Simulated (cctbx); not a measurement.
# Diagnosing a refinement

Cell a = 8.5540 Å, b = 10.5400 Å, c = 7.3020 Å, α = 90.00°, β = 90.00°, γ = 90.00°; space group Pnma (no. 62).

The data are simulated with cctbx, not measured: synchrotron X-rays, λ = 0.6889 Å, to d = 0.65 Å, 70 % of the full sphere, strongest reflection 40000 counts, noise from counting, a 1.5 % proportional error and a noise floor of 8 counts (s.d.); no absorption.

An anisotropic refinement with weights 1/σ² prints:

```text
Rint 0.022, 1312 unique reflections to 0.65 A
cycle     R1     wR2    GooF  max shift (A)
   1  0.1998  0.4185  21.004   0.00292
   2  0.0822  0.2089  10.484   0.00015
final R1 0.0825 wR2 0.2089 GooF 10.482  parameters 21  data/parameter 62.5
atom        x        y        z      Ueq    occ   su(xyz)  su(Uiso or U11)
Ru1    0.62135  0.75000  0.53924   0.0085  1.000  0.00020  0.0006
Ba1    0.96090  0.75000  0.36049   0.0231  1.000  0.00022  0.0007
Sr1    0.16982  0.06812  0.16702   0.0081  1.000  0.00016  0.0005
difference map: max 8.30 min -9.19 rms 1.05
Q1    0.1434  0.7500  0.9515    4    8.40  0.20 A from Ru1
Q2    0.1552  0.0526  0.1809    8    7.76  0.23 A from Sr1
Q3    0.0596  0.7142  0.3671    8    2.48  0.93 A from Ba1
Q4    0.2224  0.2500  0.1393    4    2.37  1.98 A from Sr1
Q5    0.1251  0.1990  0.6456    8    2.24  0.91 A from Ba1
Q6    0.0205  0.7500  0.2487    4    2.19  0.96 A from Ba1
```

**Question.** Can this result stand? If not, what is the likely fault?

Mend it. The fault: wrong element: Ba1 is Sr. Against the right model at the same level, R1 goes from 0.0093 to 0.0825 and GooF from 0.94 to 10.48, U of Ba1 swells from 0.0114 to 0.0231 Å², U of Sr1 shrinks from 0.0141 to 0.0081 Å², U of Ru1 shrinks from 0.0144 to 0.0085 Å², the top difference peak, 8.4 e/Å³, lies on Ru1 and a hole of -9.2 e/Å³ opens. Ba1 has 18 electrons too many and its U swells to shed them, as expected.

The compound is Sr3Ru. The right model at the same level gives:

```text
Rint 0.022, 1312 unique reflections to 0.65 A
cycle     R1     wR2    GooF  max shift (A)
   1  0.0095  0.0189   0.947   0.00004
   2  0.0093  0.0187   0.937   0.00000
final R1 0.0093 wR2 0.0187 GooF 0.937  parameters 21  data/parameter 62.5
atom        x        y        z      Ueq    occ   su(xyz)  su(Uiso or U11)
Ru1    0.62138  0.75000  0.53920   0.0144  1.000  0.00002  0.0001
Sr1    0.96067  0.75000  0.36081   0.0114  1.000  0.00002  0.0001
Sr2    0.16979  0.06802  0.16719   0.0141  1.000  0.00001  0.0000
difference map: max 0.41 min -0.43 rms 0.11
Q1    0.2144  0.7500  0.5920    4    0.45  2.23 A from Sr2
Q2    0.0561  0.6180  0.0230    8    0.42  1.57 A from Ru1
Q3    0.0799  0.7500  0.4613    4    0.41  1.26 A from Sr1
Q4    0.2255  0.2500  0.9129    4    0.40  2.56 A from Sr1
Q5    0.0747  0.7002  0.1909    8    0.39  1.66 A from Sr1
Q6    0.1306  0.2500  0.8243    4    0.39  1.56 A from Sr1
```

This is a model crystal, built by substitution and not relaxed, with assumed displacement parameters.

[Middle refinement cycles are left out of these outputs.]

[Logs are printed without paths, hosts, clocks, repeated set-up lines and the standing remarks that a program may print on its own settings, such as how far it seeks lower states.]
